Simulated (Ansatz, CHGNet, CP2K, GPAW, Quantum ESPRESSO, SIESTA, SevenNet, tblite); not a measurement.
# Running liquid diethyl ether at 300 K (75 atoms) with tblite

Aim: run liquid diethyl ether at 300 K (75 atoms) in tblite and see how near its forces come to a plane-wave reference, and at what cost.

Main program and level: tblite 0.8.0; the method is named at each step.

### Step 1. Starting point

The cell holds 75 atoms: 20 C, 5 O and 50 H. Its edges and angles: a = 9.535 Å, b = 9.535 Å, c = 9.535 Å, α = 90.0°, β = 90.0°, γ = 90.0°. 5 diethyl ether placed at random, at 0.71 g/cm³; overlaps pushed apart, then 10 ps at 450 K with MMFF94 bonds, angles, torsions, charges and radii (Halgren, J. Comput. Chem. 17, 490 (1996)) in harmonic and 12-6 forms. Snapshot after 20 ps at 300 K and fixed volume. Then every atom was moved at random, 0.05 Å r.m.s. a Cartesian component (hydrogen 0.6 of that).

The yardstick, on the same geometry:

| Property | Result |
| --- | --- |
| method | Kohn-Sham DFT, PBE, SSSP efficiency 1.3.0 pseudopotentials, plane waves (Quantum ESPRESSO 7.5); sssp-pbe-1.3.0-efficiency, cutoffs 60/480 Ry, Γ point |
| r.m.s. force component | 1.842 eV/Å |
| longest force | 7.469 eV/Å |
| pressure | 2.032 GPa |
| gap (highest filled to lowest empty level) | 4.348 eV |
| time | 51 s on 2 MPI ranks of Arm Neoverse V1, shared host |
| CPU time | 1.7 min |

### Step 2. GFN2-xTB

Method: GFN2-xTB tight binding, diagonalisation.

Contents of run.py:

```python
import numpy as np
from ase.io import read
from tblite.ase import TBLite

atoms = read("structure.xyz")
atoms.calc = TBLite(method="GFN2-xTB", electronic_temperature=580, accuracy=1.0, max_iterations=250, mixer_damping=0.4, verbosity=1)
energy = atoms.get_potential_energy()
forces = atoms.get_forces()
print(f"energy {energy:.6f} eV")
print("forces (eV/A)")
for i, (a, f) in enumerate(zip(atoms, forces)):
    print(f"{i:4d} {a.symbol:2s} {f[0]:10.5f} {f[1]:10.5f} {f[2]:10.5f}")
stress = -atoms.get_stress(voigt=False) * 160.21766
print("stress (GPa, compression positive)")
for row in stress:
    print(" ".join(f"{x:10.4f}" for x in row))
print("charges (e)")
print(np.array2string(atoms.get_charges(), precision=4, suppress_small=True, max_line_width=110, threshold=100000))
```

Contents of structure.xyz:

```xyz
75
Lattice="9.53465 0.00000 0.00000 0.00000 9.53465 0.00000 0.00000 0.00000 9.53465" Properties=species:S:1:pos:R:3 pbc="T T T"
C 8.62390 0.90388 7.24138
C 0.02222 9.19941 6.81708
O 8.96896 8.67167 5.69714
C 0.11499 7.49414 5.06462
C 8.86179 6.95381 4.06271
H 9.03093 1.31435 8.21658
H 7.67291 0.44956 7.39307
H 8.63649 1.60869 6.51608
H 1.03460 9.45465 6.60103
H 9.50662 8.33719 7.62629
H 0.33676 6.78858 5.94552
H 0.92934 7.93950 4.64929
H 8.34949 7.80669 3.45126
H 8.07528 6.35570 4.38117
H 0.04758 6.39565 3.35791
C 1.07541 3.33341 3.33198
C 1.90302 2.16465 2.74112
O 1.42600 2.05357 1.29929
C 2.20355 0.98216 0.81083
C 1.46328 9.11932 0.94965
H 1.23617 4.26618 2.66312
H 1.47682 3.55328 4.28640
H 0.03499 3.23463 3.35496
H 2.96280 2.55796 2.66045
H 1.72015 1.29023 3.33636
H 3.20545 0.89807 1.08733
H 2.13271 1.35411 9.31755
H 1.80815 8.34053 0.39369
H 0.39969 9.22306 0.63186
H 1.34296 8.86618 2.04451
C 5.47918 3.34571 4.50274
C 6.41949 2.31692 4.11725
O 6.25845 2.03050 2.75075
C 7.16863 1.16237 2.26429
C 7.28619 1.40484 0.70709
H 4.48052 2.93019 4.55461
H 5.59970 4.19763 4.03449
H 5.67607 3.41073 5.62049
H 7.57242 2.64157 4.13089
H 6.51541 1.27364 4.67732
H 6.69180 0.09439 2.40864
H 8.11446 1.18926 2.72977
H 7.83624 2.29633 0.53699
H 6.27380 1.46805 0.22540
H 7.86323 0.46825 0.38081
C 4.46632 0.04252 6.90347
C 4.97985 8.31994 7.00511
O 3.95631 7.33186 6.97574
C 4.57692 6.09054 6.92416
C 3.63976 4.98081 6.33701
H 3.78640 0.23608 6.16959
H 5.19677 0.84477 6.69990
H 3.90349 0.28318 7.80583
H 5.76722 8.13658 6.16415
H 5.80183 8.14841 7.86628
H 4.79116 5.80441 8.04362
[... 15 atom lines left out ...]
H 5.04116 4.76609 1.66589
H 3.36011 6.51426 2.32750
H 3.54737 6.42292 0.55082
H 4.31042 7.67473 1.37766
```

The run is started by

```
> OMP_NUM_THREADS=1 python run.py > output.txt
```

Log:

```text
------------------------------------------------------------
  cycle        total energy    energy error   density error
------------------------------------------------------------
      1     -88.09897470569  -8.9197283E+01   1.5001037E-01
      2     -88.36095103167  -2.6197633E-01   6.7783430E-02
      3     -88.38095841939  -2.0007388E-02   2.2143996E-02
      4     -88.38493973010  -3.9813107E-03   8.8992328E-03
      5     -88.38552876898  -5.8903889E-04   1.9151766E-03
      6     -88.38556588347  -3.7114489E-05   9.4552715E-04
      7     -88.38556833179  -2.4483130E-06   2.1905504E-04
      8     -88.38556871567  -3.8388718E-07   6.3854449E-05
      9     -88.38556875384  -3.8162113E-08   2.6808350E-05
     10     -88.38556875694  -3.1046596E-09   8.4778219E-06
------------------------------------------------------------
 total:                                   4.227 sec
energy -2405.093830 eV
forces (eV/A)
   0 C     2.54415   -3.12007    2.78368
   1 C    -1.75888   -0.46706    1.78709
   2 O    -0.74987   -1.25935   -1.73225
   3 C    -0.09611    2.01363    6.18229
   4 C    -1.40697   -0.21914   -5.62028
   5 H    -0.51554   -0.40591   -1.23461
   6 H    -0.72578    0.12095    0.11363
   7 H    -0.04353    1.95042   -2.07596
   8 H     0.97341    0.42159    0.24030
   9 H     0.38068    1.60415   -0.73008
  10 H     0.09752    0.67823   -1.13388
  11 H     3.06011    0.82253   -0.76413
  12 H     0.96954   -1.25411    0.72780
  13 H    -1.21689   -1.33570    0.51346
  14 H    -1.41092    0.47559    0.70567
  15 C     1.88818    1.48951   -1.89553
  16 C    -1.46855    3.03686   -1.96140
  17 O     1.99894   -1.07751    4.18844
  18 C    -3.32824   -0.76485   -2.71570
  19 C    -2.09043    2.86944    2.36847
  20 H    -0.02471   -1.35216    0.93844
  21 H     0.15451    0.30525    1.01841
  22 H    -1.30279   -0.73593    0.10793
  23 H    -0.90132   -0.98533    0.35433
[...]
67 H    -1.80990   -0.21076    0.17762
  68 H    -0.29871   -0.17860    0.56339
  69 H    -0.94435   -0.58610   -0.02511
  70 H     1.02549    0.04619    1.41780
  71 H    -0.28059   -3.31211   -0.12283
  72 H     0.71054   -0.16598   -0.23465
  73 H     1.09124   -0.59389    1.38894
  74 H     0.68698   -0.54386    0.67607
stress (GPa, compression positive)
   -0.0605     0.1057    -0.1560
    0.1057     1.4713     1.9081
   -0.1560     1.9081    -0.2270
charges (e)
[-0.112   0.1066 -0.3626  0.091  -0.0836  0.0434  0.0556  0.0575  0.0145 -0.0121  0.0214  0.0462  0.0462
  0.0499  0.0351 -0.0962  0.0727 -0.3458  0.0842 -0.1059  0.0269  0.0411  0.0523  0.0413  0.0452  0.0342
  0.0419  0.0531  0.0317  0.024  -0.1076  0.1127 -0.323   0.1106 -0.0998  0.0561  0.0782  0.0393 -0.0178
  0.0062 -0.0154  0.0251  0.0566  0.0422  0.0378 -0.0929  0.1226 -0.3117  0.0905 -0.1098  0.0551  0.0346
  0.0414 -0.0067  0.0025  0.0297  0.015   0.0485  0.0133  0.0641 -0.0846  0.0833 -0.3467  0.0783 -0.08
  0.0499  0.0376  0.0091  0.0433  0.0264  0.038   0.0595  0.0178  0.0301  0.0431]
```

Elapsed: 4.8 s, on 1 thread of Arm Neoverse V1, shared host; peak memory 0.13 GiB.

Banners, paths, timers and routine set-up lines are dropped from the logs unmarked, and long logs keep their key lines alone; longer cuts are marked.

Against the reference:

```yaml
r_m_s_force_component: 1.773 eV/Å
r_m_s_difference_of_force_components: 274.7 meV/Å
longest_difference_of_force_vectors: 924.2 meV/Å
force_difference_over_r_m_s_force: 14.91 %
slope_of_forces_against_the_reference_s: 0.9524
correlation_of_force_components: 0.9892
pressure: 0.3946 GPa
pressure_difference: -1.637 GPa
```

Length of the force difference by element (eV/Å):

```tsv
element	atoms	mean	most
C	20	0.63	0.87
H	50	0.30	0.69
O	5	0.75	0.92
```

A closer look about O63, one of the 5 O atoms: 13 atoms, nearest first, numbered in the order of the input, with positions taken from that point.

```tsv
atom	x	y	z	distance (Å)	bonds	Mulliken charge (e)	Fx	Fy	Fz (eV/Å)
O63	0.00	0.00	0.00	0.00	2	-0.35	1.53	-2.46	3.16
C62	1.33	-0.63	0.14	1.48	4	0.08	-0.55	1.40	-2.97
C64	-0.74	-0.46	1.21	1.49	4	0.08	-0.53	4.83	-3.11
H71	-0.23	-0.12	2.06	2.07	1	0.04	1.03	0.05	1.42
H72	-1.05	-1.41	1.17	2.11	1	0.06	-0.28	-3.31	-0.12
H70	2.12	0.12	0.44	2.17	1	0.03	-0.94	-0.59	-0.03
H69	1.37	-1.52	0.74	2.17	1	0.04	-0.30	-0.18	0.56
C65	-1.95	0.41	1.04	2.25	4	-0.08	-3.52	1.46	-1.23
C61	1.58	-1.03	-1.33	2.31	4	-0.08	3.30	-0.21	-0.85
H56	-1.30	-0.38	-1.99	2.41	1	0.03	0.30	0.25	-1.81
H66	1.29	-0.26	-2.03	2.42	1	0.05	-0.22	0.45	0.28
H75	-1.78	1.50	0.88	2.49	1	0.04	0.69	-0.54	0.68
H74	-2.55	0.24	0.05	2.56	1	0.03	1.09	-0.59	1.39
```

Atoms are counted from 1 here, from 0 in the log.

Forces lie 15 % from the reference's, at 0.047 times its CPU time (on 1 against 2 cores).

### Step 3. GFN1-xTB

Method: GFN1-xTB tight binding, diagonalisation.

Edit run.py of step 2 so:

```diff
@@ -5,3 +5,3 @@
 atoms = read("structure.xyz")
-atoms.calc = TBLite(method="GFN2-xTB", electronic_temperature=580, accuracy=1.0, max_iterations=250, mixer_damping=0.4, verbosity=1)
+atoms.calc = TBLite(method="GFN1-xTB", electronic_temperature=580, accuracy=1.0, max_iterations=250, mixer_damping=0.4, verbosity=1)
 energy = atoms.get_potential_energy()
```

structure.xyz is that of step 2.

Log:

```text
------------------------------------------------------------
  cycle        total energy    energy error   density error
------------------------------------------------------------
      1     -92.05941856307  -9.3061666E+01   5.4131977E-01
      2     -92.56149454069  -5.0207598E-01   3.1617141E-01
      3     -92.56725522619  -5.7606855E-03   7.0822090E-02
      4     -92.57457601678  -7.3207906E-03   4.2698537E-03
      5     -92.57474107660  -1.6505981E-04   1.0094439E-03
      6     -92.57475187169  -1.0795093E-05   2.2061925E-04
      7     -92.57475233453  -4.6284610E-07   5.7353406E-05
      8     -92.57475236958  -3.5042277E-08   1.9372287E-05
------------------------------------------------------------
 total:                                   0.713 sec
energy -2519.087323 eV
forces (eV/A)
   0 C     2.63340   -3.22158    2.90478
   1 C    -1.70287   -0.61268    2.18236
   2 O    -0.97855   -1.39011   -2.10918
   3 C    -0.06541    2.00083    6.47550
   4 C    -1.43014   -0.08568   -5.82432
   5 H    -0.52260   -0.37158   -1.19656
   6 H    -0.84595    0.06354    0.12188
   7 H    -0.05788    2.12493   -2.22675
   8 H     1.13865    0.54457    0.21339
   9 H     0.38539    1.71799   -0.69315
  10 H     0.06067    0.64006   -1.21052
  11 H     3.22227    0.83638   -0.96881
[...]
70 H     1.07184    0.02781    1.56903
  71 H    -0.34122   -3.52991   -0.11019
  72 H     0.68593   -0.16488   -0.19963
  73 H     1.11936   -0.58554    1.43118
  74 H     0.70283   -0.48640    0.67282
stress (GPa, compression positive)
    0.2417     0.1351    -0.1742
    0.1351     1.8361     1.9145
   -0.1742     1.9145     0.0127
charges (e)
[-0.1016  0.2141 -0.4971  0.1929 -0.0755  0.0284  0.0402  0.0403  0.0103 -0.0042  0.0205  0.0345  0.0392
  0.0343  0.0216 -0.0923  0.179  -0.4752  0.1865 -0.1177  0.029   0.0265  0.0414  0.0281  0.0311  0.0237
  0.0379  0.045   0.0322  0.0247 -0.095   0.2132 -0.4704  0.2175 -0.091   0.039   0.0511  0.0258 -0.0059
  0.0097 -0.0051  0.0194  0.0388  0.033   0.0243 -0.0917  0.221  -0.4659  0.2066 -0.1118  0.0442  0.0245
  0.0307 -0.0031  0.0066  0.0209  0.005   0.0314  0.0264  0.0422 -0.0804  0.191  -0.4777  0.1818 -0.0776
  0.0393  0.0277  0.0128  0.0273  0.0171  0.0261  0.0401  0.0123  0.0345  0.0366]
```

Run time: 1.3 s. Hardware: 1 thread; peak memory 0.13 GiB.

Against the reference:

- r.m.s. force component: 1.867 eV/Å
- r.m.s. difference of force components: 225.7 meV/Å
- longest difference of force vectors: 949 meV/Å
- force difference over r.m.s. force: 12.25 %
- slope of forces against the reference's: 1.006
- correlation of force components: 0.9927
- pressure: 0.6968 GPa
- pressure difference: -1.335 GPa

Against the first run (15 %), the force difference from the reference is 12 %, at 0.26 times the CPU time.

### Step 4. All runs compared

Differences are against the plane-wave reference, forces as r.m.s. over components; share is that over the reference's r.m.s. force, slope the least-squares factor from reference forces to these. Total energies of different programs have different zeros and aren't compared.

```tsv
run	Δ force, r.m.s. (meV/Å)	share (%)	slope	Δ pressure (GPa)	cores	CPU time	memory (GiB)
reference	-	-	-	-	2	1.7 min	1.6
tblite GFN2-xTB	275	14.9	0.952	-1.64	1	4.8 s	0.13
tblite GFN1-xTB	226	12.3	1.006	-1.33	1	1.3 s	0.13
```

CPU time is summed over cores on a shared host, where runs went side by side, so it is rough. Symmetry, cutoffs, thresholds, outputs and thread counts weren't matched or tuned between programs; memory under MPI is the largest rank's times the ranks.

A second geometry, displaced anew (every atom was moved at random, 0.04 Å r.m.s. a Cartesian component (hydrogen 0.6 of that)), gives an energy difference that all programs can be tested on. The reference puts it at -17.60 meV/atom.

```tsv
run	energy less the first geometry's (meV/atom)	error (meV/atom)	force share at the second geometry (%)
tblite GFN2-xTB	-19.48	-1.88	18.1
tblite GFN1-xTB	-20.09	-2.49	14.1
```

### Step 5. Results

```yaml
nearest_in_forces: tblite GFN1-xTB, 12 %
its_cpu_time: 1.3 s
```

What this shows: Tight binding differs by 12 % (tblite GFN1-xTB) to 15 % (tblite GFN2-xTB); it is another model, with fitted parameters of its own, and the xTB methods hold dispersion. Of the electronic-structure runs that take under half the reference's CPU time, tblite GFN1-xTB comes nearest, at 12 % in 1.3 s against 1.7 min. The energy difference between the two geometries, -17.6 meV/atom in the reference, is met best by tblite GFN2-xTB (-1.88) and worst by tblite GFN1-xTB (-2.49). Periodic xTB results under one method name differ between programs and library versions. The reference's pressure holds the uncorrected Pulay stress of its 60 Ry basis, so small pressure differences, and their order, may be the reference's own error. The network of contacts between molecules at the start is that of the classical potential that made the cell, and needn't be the one that DFT or experiment would give. The reference's PBE has no dispersion term, which matters for the binding between molecules or layers. The electronic-structure runs sample only Γ, in a cell whose shortest periodic width is 10 Å.

[Also dropped from logs without a mark: logging warnings of Python, and SIESTA's first energy breakdown and zero terms.]

[Logs are printed without paths, hosts, clocks, repeated set-up lines and the standing remarks that a program may print on its own settings, such as how far it seeks lower states.]

[Hosts, paths, dates, database ids (printed as entryN), source tags and the programs' standing remarks are cut or masked in the printed files.]

[The MMFF94 radii named for the starting cell were scaled by 0.96; in molecules described by MMFF94, hydrogen bound to N, O or S took a small fixed 12-6 site in their place.]
